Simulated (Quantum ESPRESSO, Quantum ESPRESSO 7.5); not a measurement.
# Zr2CO2 MXene, 1 layer, stepped through biaxial strain

What law, if any, do the results for Zr2CO2 MXene, 1 layer follow against biaxial strain?

Method: plane-wave DFT, PBE, GBRV ultrasoft pseudopotentials, in Quantum ESPRESSO 7.5.

This is a report of a sequence of runs, with most program output left out.

## Step 1: Set-up

The cell holds 5 atoms: 2 O, 2 Zr and 1 C. Cell: a = 3.289 Å, b = 3.289 Å, c = 19.953 Å, α = 90.0°, β = 90.0°, γ = 120.0°. It derives from Zr2CO2. Vacuum lies along c.

Set-up: Cell and atoms are first relaxed; each strained cell is then held and the atoms relax in it. A periodic run with 15 Å of vacuum in the starting cell gives the vacuum levels, and bands follow along a path.

Members -2, -1, 0, 1 and 2 took the same steps and show in the table alone.

## Step 2: Relaxing cell and ions of the reference

What the set-up leaves free in this member is relaxed.

Input file ref.relax.in:

```
&control
  prefix = 'ref.relax'
  outdir = './out'
  pseudo_dir = './pseudo'
  nstep = 80
  forc_conv_thr = 0.0004
  calculation = 'vc-relax'
  etot_conv_thr = 1e-06
/
&system
  ibrav = 0
  nat = 5
  ntyp = 3
  ecutwfc = 50
  ecutrho = 250
  occupations = 'smearing'
  smearing = 'fd'
  degauss = 0.004
/
&electrons
  conv_thr = 1e-09
  mixing_beta = 0.4
  electron_maxstep = 120
  mixing_mode = 'plain'
/
&ions
/
&cell
  cell_dofree = '2Dxy'
  press_conv_thr = 0.3
/
ATOMIC_SPECIES
  O   15.9990  o_pbe_v1.2.uspp.F.UPF
  Zr  91.2240  zr_pbe_v1.uspp.F.UPF
  C   12.0110  c_pbe_v1.2.uspp.F.UPF
CELL_PARAMETERS angstrom
  3.28900000000000 0.00000000000000 0.00000000000000
  -1.64450000000000 2.84835755304702 0.00000000000000
  0.00000000000000 0.00000000000000 19.95294679561928
ATOMIC_POSITIONS crystal
  O   0.333333333300 0.666666666700 0.375884328106
  Zr  0.666666666700 0.333333333300 0.434959392856
  C   0.000000000000 0.000000000000 0.500000000000
  Zr  0.333333333300 0.666666666700 0.565040607144
  O   0.666666666700 0.333333333300 0.624115671894
K_POINTS automatic
  12 12 1 0 0 0
```

On the command line:

```
$ OMP_NUM_THREADS=1 mpirun -n 4 pw.x -nk 4 -in ref.relax.in > ref.relax.out
```

Wall time 3.8 min (4 MPI ranks of AMD EPYC 7R13 (Zen 3), shared host); peak memory 0.8 GiB.

Step by step:

| step | energy less that of the first step (eV) | largest force (eV/Å) | volume (Å³) |
| --- | --- | --- | --- |
| 1 | 0.0000 | 4.9791 | 186.92 |
| 2 | -0.8707 | 1.1106 | 186.18 |
| 3 | -0.9383 | 0.3325 | 185.96 |
| 4 | -0.9471 | 0.2693 | 186.38 |
| 5 | -0.9562 | 0.2326 | 186.88 |
| 6 | -0.9665 | 0.1596 | 187.60 |
| 7 | -0.9742 | 0.0443 | 188.63 |
| 8 | -0.9748 | 0.0030 | 188.95 |
| 9 | -0.9748 | 0.0026 | 188.92 |
| 10 | -0.9754 | 0.0025 | 188.92 |

| cell as run | before | after | change |
| --- | --- | --- | --- |
| a (Å) | 3.289 | 3.307 | +0.5 % |
| b (Å) | 3.289 | 3.307 | +0.5 % |

The atoms that moved most (Å, along periodic axes as changes of fractional coordinates times the final cell, across vacuum about the mean position):

| atom | dx | dy | dz | length |
| --- | --- | --- | --- | --- |
| O1 | 0.000 | 0.000 | 0.159 | 0.159 |
| O5 | 0.000 | 0.000 | -0.159 | 0.159 |
| Zr4 | 0.000 | 0.000 | 0.100 | 0.100 |
| Zr2 | 0.000 | 0.000 | -0.100 | 0.100 |

The relaxed structure:

```xyz
5
Lattice="3.3065 0.0000 0.0000 -1.6533 2.8636 0.0000 0.0000 0.0000 19.9529" Properties=species:S:1:pos:R:3
O     0.0000    1.9090    7.6586
Zr    1.6533    0.9545    8.5784
C     0.0000    0.0000    9.9765
Zr    0.0000    1.9090   11.3746
O     1.6533    0.9545   12.2944
```

 The last row is no step: it is a fresh SCF in the final cell with a new plane-wave basis, -1 meV from the row before.

Read from the output:

| Quantity | Value |
| --- | --- |
| free energy | -3740.5301 eV |
| Fermi energy | 1.225 eV |

## Step 3: Relaxation with pw.x, -4 %

Input file m0.relax.in:

```
&control
  prefix = 'm0.relax'
  outdir = './out'
  pseudo_dir = './pseudo'
  nstep = 40
  forc_conv_thr = 0.0003
  calculation = 'relax'
  tstress = .true.
/
&system
  ibrav = 0
  nat = 5
  ntyp = 3
  ecutwfc = 50
  ecutrho = 250
  occupations = 'smearing'
  smearing = 'fd'
  degauss = 0.002
/
&electrons
  conv_thr = 1e-09
  mixing_beta = 0.4
  electron_maxstep = 120
  mixing_mode = 'plain'
/
&ions
/
ATOMIC_SPECIES
  O   15.9990  o_pbe_v1.2.uspp.F.UPF
  Zr  91.2240  zr_pbe_v1.uspp.F.UPF
  C   12.0110  c_pbe_v1.2.uspp.F.UPF
CELL_PARAMETERS angstrom
  3.17428186848000 0.00000000000000 0.00000000000000
  -1.58714093472000 2.74900873728000 0.00000000000000
  0.00000000000000 0.00000000000000 19.95294679600000
ATOMIC_POSITIONS crystal
  O   0.333333333300 0.666666666700 0.383831541200
  Zr  0.666666666700 0.333333333300 0.429929457200
  C   0.000000000000 0.000000000000 0.500000000000
  Zr  0.333333333300 0.666666666700 0.570070542800
  O   0.666666666700 0.333333333300 0.616168458800
K_POINTS automatic
  12 12 1 0 0 0
```

On the command line:

```
$ OMP_NUM_THREADS=1 mpirun -n 4 pw.x -nk 4 -in m0.relax.in > m0.relax.out
```

The job ended after 2.3 min (4 MPI ranks; peak memory 0.76 GiB; 9.1 min of CPU time).

The steps of the relaxation:

| step | energy less that of the first step (eV) | largest force (eV/Å) |
| --- | --- | --- |
| 1 | 0.0000 | 1.1227 |
| 2 | -0.0442 | 0.5821 |
| 3 | -0.0660 | 0.4461 |
| 4 | -0.0839 | 0.3735 |
| 5 | -0.0885 | 0.1351 |
| 6 | -0.0890 | 0.0158 |
| 7 | -0.0891 | 0.0011 |

The atoms that moved most (Å):

| atom | dx | dy | dz | length |
| --- | --- | --- | --- | --- |
| O1 | 0.000 | 0.000 | -0.090 | 0.090 |
| O5 | 0.000 | 0.000 | 0.090 | 0.090 |
| Zr2 | 0.000 | 0.000 | -0.020 | 0.020 |
| Zr4 | 0.000 | 0.000 | 0.020 | 0.020 |

Final coordinates:

```cif
data_structure
_symmetry_space_group_name_H-M 'P 1'
_symmetry_Int_Tables_number 1
_cell_length_a 3.1743
_cell_length_b 3.1743
_cell_length_c 19.9529
_cell_angle_alpha 90.000
_cell_angle_beta 90.000
_cell_angle_gamma 120.000
_cell_volume 174.11
loop_
_atom_site_label
_atom_site_type_symbol
_atom_site_fract_x
_atom_site_fract_y
_atom_site_fract_z
_atom_site_occupancy
O1 O 0.33333 0.66667 0.37930 1
Zr2 Zr 0.66667 0.33333 0.42894 1
C3 C 0.00000 0.00000 0.50000 1
Zr4 Zr 0.33333 0.66667 0.57106 1
O5 O 0.66667 0.33333 0.62070 1
```

The relaxation lowers the energy by 18 meV an atom.

Numbers from this step:

| Item | Value |
| --- | --- |
| free energy | -3740.1796 eV |
| Fermi energy | 1.343 eV |

## Step 4: Self-consistent run, -4 %

The self-consistent run of this member.

Input file m0.scf.in:

```
&control
  prefix = 'm0.scf'
  outdir = './out'
  pseudo_dir = './pseudo'
  calculation = 'scf'
  tprnfor = .true.
/
&system
  ibrav = 0
  nat = 5
  ntyp = 3
  ecutwfc = 40
  ecutrho = 200
  occupations = 'smearing'
  smearing = 'fd'
  degauss = 0.002
  nbnd = 24
/
&electrons
  conv_thr = 1e-09
  mixing_beta = 0.4
  electron_maxstep = 120
  mixing_mode = 'plain'
/
ATOMIC_SPECIES
  O   15.9990  o_pbe_v1.2.uspp.F.UPF
  Zr  91.2240  zr_pbe_v1.uspp.F.UPF
  C   12.0110  c_pbe_v1.2.uspp.F.UPF
CELL_PARAMETERS angstrom
  3.17428186848000 0.00000000000000 0.00000000000000
  -1.58714093472000 2.74900873728000 0.00000000000000
  0.00000000000000 0.00000000000000 19.95294679600000
ATOMIC_POSITIONS crystal
  O   0.333333333300 0.666666666700 0.379304825100
  Zr  0.666666666700 0.333333333300 0.428944759800
  C   0.000000000000 0.000000000000 0.500000000000
  Zr  0.333333333300 0.666666666700 0.571055240200
  O   0.666666666700 0.333333333300 0.620695174900
K_POINTS automatic
  12 12 1 0 0 0
```

On the command line:

```
$ OMP_NUM_THREADS=1 mpirun -n 4 pw.x -nk 4 -in m0.scf.in > m0.scf.out
```

It took 14 s on 4 MPI ranks; peak memory 0.58 GiB.

This step gave:

```
free energy                          : -3740.1651 eV
valence top, on the run's zero       : 1.050 eV
conduction bottom, on the run's zero : 1.653 eV
gap by band count                    : 0.6032 eV
```

## Step 5: Electrostatic potential, -4 %

plot_num = 11 writes the bare and Hartree potential, from which vacuum levels or, in a crystal, the mean potential are read.

Input file m0.pot.in:

```
&inputpp
  prefix = 'm0.scf'
  outdir = './out'
  filplot = 'm0.pot.dat'
  plot_num = 11
/
```

On the command line:

```
$ OMP_NUM_THREADS=1 mpirun -n 4 pp.x -in m0.pot.in > m0.pot.out
```

Wall time 1.7 s (4 MPI ranks); peak memory 0.08 GiB.

Numbers from this step:

| Quantity | Value |
| --- | --- |
| slope of the potential above | -5.63e-5 eV/Å |
| upper vacuum line continued to the top atoms, over the valence top | 5.621 eV |
| slope of the potential below | 1.81e-5 eV/Å |
| lower vacuum line continued to the bottom atoms, over the valence top | 5.620 eV |
| vacuum level at the upper face over the valence top of the mesh | 5.620 eV |
| vacuum level at the lower face over the valence top of the mesh | 5.620 eV |

Electrostatic potential energy of an electron; zero at the highest filled level of the SCF mesh. Table of potential energy, planar mean by z:

| z (Å) | potential energy, planar mean (eV) |
| --- | --- |
| 0 | 5.62 |
| 1 | 5.62 |
| 2 | 5.62 |
| 3 | 5.62 |
| 4 | 5.62 |
| 5 | 5.62 |
| 6 | 5.52 |
| 7 | 2.10 |
| 8 | -14.9 |
| 9 | -16.4 |
| 10 | -7.61 |
| 11 | -18.2 |
| 12 | -14.0 |
| 13 | 2.67 |
| 14 | 5.54 |
| 15 | 5.62 |
| 16 | 5.62 |
| 17 | 5.62 |
| 18 | 5.62 |
| 19 | 5.62 |

## Step 6: Band structure, -4 %

Bands along a path place the edges.

m0.bands.in is the input of step 4 with these lines changed:

```diff
@@ -1,7 +1,6 @@
 &control
-  prefix = 'm0.scf'
+  prefix = 'm0.bands'
   outdir = './out'
   pseudo_dir = './pseudo'
-  calculation = 'scf'
-  tprnfor = .true.
+  calculation = 'bands'
 /
@@ -16,6 +15,6 @@
   degauss = 0.002
-  nbnd = 24
+  nbnd = 26
 /
 &electrons
-  conv_thr = 1e-09
+  conv_thr = 1e-07
   mixing_beta = 0.4
@@ -38,3 +37,7 @@
   O   0.666666666700 0.333333333300 0.620695174900
-K_POINTS automatic
-  12 12 1 0 0 0
+K_POINTS crystal_b
+4
+  0.0000000000 0.0000000000 0.0000000000 12
+  0.5000000000 0.0000000000 0.0000000000 12
+  0.3333333333 0.3333333333 0.0000000000 12
+  0.0000000000 0.0000000000 0.0000000000 1
```

On the command line:

```
$ cp -r out/m0.scf.save out/m0.bands.save
$ cp out/m0.scf.xml out/m0.bands.xml
$ OMP_NUM_THREADS=1 mpirun -n 4 pw.x -nk 4 -in m0.bands.in > m0.bands.out
```

Elapsed: 11 s, on 4 MPI ranks; peak memory 0.36 GiB; 41 s of CPU time.

Numbers from this step:

| Quantity | Value |
| --- | --- |
| gap by band count | 0.6033 eV |

Band numbers count within the set of bands kept for display. The electronic bands at the labelled points (eV, zero at the highest filled level of the SCF mesh; v1 is the highest filled band, c1 the lowest empty one):

| point | v4 | v3 | v2 | v1 | c1 | c2 | c3 | c4 |
| --- | --- | --- | --- | --- | --- | --- | --- | --- |
| Γ | -4.56 | -1.48 | 0.00 | 0.00 | 2.03 | 2.03 | 2.16 | 3.34 |
| halfway | -3.91 | -2.51 | -1.39 | -0.94 | 1.10 | 3.18 | 3.26 | 3.90 |
| M | -3.72 | -3.07 | -1.57 | -0.89 | 0.60 | 2.86 | 4.57 | 4.96 |
| halfway | -3.63 | -2.99 | -2.05 | -1.76 | 1.62 | 3.12 | 3.90 | 4.55 |
| K | -3.70 | -2.60 | -2.60 | -2.51 | 2.26 | 3.48 | 3.48 | 4.07 |
| halfway | -3.85 | -2.48 | -1.75 | -1.45 | 1.70 | 2.70 | 3.58 | 3.67 |
| Γ | -4.56 | -1.48 | 0.00 | 0.00 | 2.03 | 2.03 | 2.16 | 3.34 |

Along this path the valence top lies at Γ and the conduction bottom at M.

## Step 7: Relaxation with pw.x, -3 %

Input file m1.relax.in:

```
&control
  prefix = 'm1.relax'
  outdir = './out'
  pseudo_dir = './pseudo'
  nstep = 40
  forc_conv_thr = 0.0003
  calculation = 'relax'
  tstress = .true.
/
&system
  ibrav = 0
  nat = 5
  ntyp = 3
  ecutwfc = 50
  ecutrho = 250
  occupations = 'smearing'
  smearing = 'fd'
  degauss = 0.002
/
&electrons
  conv_thr = 1e-09
  mixing_beta = 0.4
  electron_maxstep = 120
  mixing_mode = 'plain'
/
&ions
/
ATOMIC_SPECIES
  O   15.9990  o_pbe_v1.2.uspp.F.UPF
  Zr  91.2240  zr_pbe_v1.uspp.F.UPF
  C   12.0110  c_pbe_v1.2.uspp.F.UPF
CELL_PARAMETERS angstrom
  3.20734730461000 0.00000000000000 0.00000000000000
  -1.60367365279000 2.77764424496000 0.00000000000000
  0.00000000000000 0.00000000000000 19.95294679600000
ATOMIC_POSITIONS crystal
  O   0.333333333300 0.666666666700 0.383831541200
  Zr  0.666666666700 0.333333333300 0.429929457200
  C   0.000000000000 0.000000000000 0.500000000000
  Zr  0.333333333300 0.666666666700 0.570070542800
  O   0.666666666700 0.333333333300 0.616168458800
K_POINTS automatic
  12 12 1 0 0 0
```

On the command line:

```
$ OMP_NUM_THREADS=1 mpirun -n 4 pw.x -nk 4 -in m1.relax.in > m1.relax.out
```

Wall time 2.5 min (4 MPI ranks); peak memory 0.78 GiB; 10 min of CPU time.

Relaxation path:

| step | energy less that of the first step (eV) | largest force (eV/Å) |
| --- | --- | --- |
| 1 | 0.0000 | 0.7992 |
| 2 | -0.0229 | 0.4335 |
| 3 | -0.0348 | 0.3241 |
| 4 | -0.0437 | 0.2888 |
| 5 | -0.0467 | 0.1094 |
| 6 | -0.0470 | 0.0146 |
| 7 | -0.0470 | 0.0011 |

The atoms that moved most (Å):

| atom | dx | dy | dz | length |
| --- | --- | --- | --- | --- |
| O5 | 0.000 | 0.000 | 0.067 | 0.067 |
| O1 | 0.000 | 0.000 | -0.067 | 0.067 |
| Zr4 | 0.000 | 0.000 | 0.014 | 0.014 |
| Zr2 | 0.000 | 0.000 | -0.014 | 0.014 |

Final coordinates:

```xyz
5
Lattice="3.2073 0.0000 0.0000 -1.6037 2.7776 0.0000 0.0000 0.0000 19.9529" Properties=species:S:1:pos:R:3
O     0.0000    1.8518    7.5918
Zr    1.6037    0.9259    8.5640
C     0.0000    0.0000    9.9765
Zr    0.0000    1.8518   11.3889
O     1.6037    0.9259   12.3611
```

The relaxation lowers the energy by 9 meV an atom.

This step gave:

- free energy: -3740.3357 eV
- Fermi energy: 1.320 eV

## Step 8: SCF with pw.x, -3 %

Input file m1.scf.in:

```
&control
  prefix = 'm1.scf'
  outdir = './out'
  pseudo_dir = './pseudo'
  calculation = 'scf'
  tprnfor = .true.
/
&system
  ibrav = 0
  nat = 5
  ntyp = 3
  ecutwfc = 40
  ecutrho = 200
  occupations = 'smearing'
  smearing = 'fd'
  degauss = 0.002
  nbnd = 24
/
&electrons
  conv_thr = 1e-09
  mixing_beta = 0.4
  electron_maxstep = 120
  mixing_mode = 'plain'
/
ATOMIC_SPECIES
  O   15.9990  o_pbe_v1.2.uspp.F.UPF
  Zr  91.2240  zr_pbe_v1.uspp.F.UPF
  C   12.0110  c_pbe_v1.2.uspp.F.UPF
CELL_PARAMETERS angstrom
  3.20734730461000 0.00000000000000 0.00000000000000
  -1.60367365279000 2.77764424496000 0.00000000000000
  0.00000000000000 0.00000000000000 19.95294679600000
ATOMIC_POSITIONS crystal
  O   0.333333333300 0.666666666700 0.380487183800
  Zr  0.666666666700 0.333333333300 0.429211192800
  C   0.000000000000 0.000000000000 0.500000000000
  Zr  0.333333333300 0.666666666700 0.570788807200
  O   0.666666666700 0.333333333300 0.619512816200
K_POINTS automatic
  12 12 1 0 0 0
```

On the command line:

```
$ OMP_NUM_THREADS=1 mpirun -n 4 pw.x -nk 4 -in m1.scf.in > m1.scf.out
```

Elapsed: 16 s, on 4 MPI ranks; peak memory 0.47 GiB.

Numbers from this step:

```
free energy                          : -3740.3214 eV
Fermi energy                         : 1.321 eV
valence top, on the run's zero       : 0.9760 eV
conduction bottom, on the run's zero : 1.683 eV
gap by band count                    : 0.7065 eV
```

## Step 9: Relaxing the ions, 3 %

Input file m7.relax.in:

```
&control
  prefix = 'm7.relax'
  outdir = './out'
  pseudo_dir = './pseudo'
  nstep = 40
  forc_conv_thr = 0.0003
  calculation = 'relax'
  tstress = .true.
/
&system
  ibrav = 0
  nat = 5
  ntyp = 3
  ecutwfc = 50
  ecutrho = 250
  occupations = 'smearing'
  smearing = 'fd'
  degauss = 0.002
/
&electrons
  conv_thr = 1e-09
  mixing_beta = 0.4
  electron_maxstep = 120
  mixing_mode = 'plain'
/
&ions
/
ATOMIC_SPECIES
  O   15.9990  o_pbe_v1.2.uspp.F.UPF
  Zr  91.2240  zr_pbe_v1.uspp.F.UPF
  C   12.0110  c_pbe_v1.2.uspp.F.UPF
CELL_PARAMETERS angstrom
  3.40573992139000 0.00000000000000 0.00000000000000
  -1.70286996121000 2.94945729104000 0.00000000000000
  0.00000000000000 0.00000000000000 19.95294679600000
ATOMIC_POSITIONS crystal
  O   0.333333333300 0.666666666700 0.383831541200
  Zr  0.666666666700 0.333333333300 0.429929457200
  C   0.000000000000 0.000000000000 0.500000000000
  Zr  0.333333333300 0.666666666700 0.570070542800
  O   0.666666666700 0.333333333300 0.616168458800
K_POINTS automatic
  12 12 1 0 0 0
```

On the command line:

```
$ OMP_NUM_THREADS=1 mpirun -n 4 pw.x -nk 4 -in m7.relax.in > m7.relax.out
```

Run time: 2.1 min. Hardware: 4 MPI ranks; peak memory 0.84 GiB.

The steps of the relaxation:

| step | energy less that of the first step (eV) | largest force (eV/Å) |
| --- | --- | --- |
| 1 | 0.0000 | 0.5911 |
| 2 | -0.0134 | 0.3902 |
| 3 | -0.0215 | 0.2230 |
| 4 | -0.0285 | 0.2628 |
| 5 | -0.0317 | 0.1896 |
| 6 | -0.0330 | 0.0538 |
| 7 | -0.0331 | 0.0071 |

The atoms that moved most (Å):

| atom | dx | dy | dz | length |
| --- | --- | --- | --- | --- |
| O5 | 0.000 | 0.000 | -0.063 | 0.063 |
| O1 | 0.000 | 0.000 | 0.063 | 0.063 |
| Zr2 | 0.000 | 0.000 | 0.014 | 0.014 |
| Zr4 | 0.000 | 0.000 | -0.014 | 0.014 |

The relaxed structure:

```xyz
5
Lattice="3.4057 0.0000 0.0000 -1.7029 2.9495 0.0000 0.0000 0.0000 19.9529" Properties=species:S:1:pos:R:3
O     0.0000    1.9663    7.7213
Zr    1.7029    0.9832    8.5919
C     0.0000    0.0000    9.9765
Zr    0.0000    1.9663   11.3611
O     1.7029    0.9832   12.2316
```

The relaxation lowers the energy by 7 meV an atom.

Numbers from this step:

| Item | Value |
| --- | --- |
| free energy | -3740.3592 eV |
| Fermi energy | 1.113 eV |

(Part 1 of 2 ends here.)

[Logs are printed without paths, hosts, clocks, repeated set-up lines and the standing remarks that a program may print on its own settings, such as how far it seeks lower states.]

[Hosts, paths, dates, database ids (printed as entryN), source tags and the programs' standing remarks are cut or masked in the printed files.]

[Maps of the electrostatic potential energy from Ansatz leave out the sawtooth potential of an applied field or a dipole correction, so their vacuum need not be flat; planar profiles and work functions include it.]
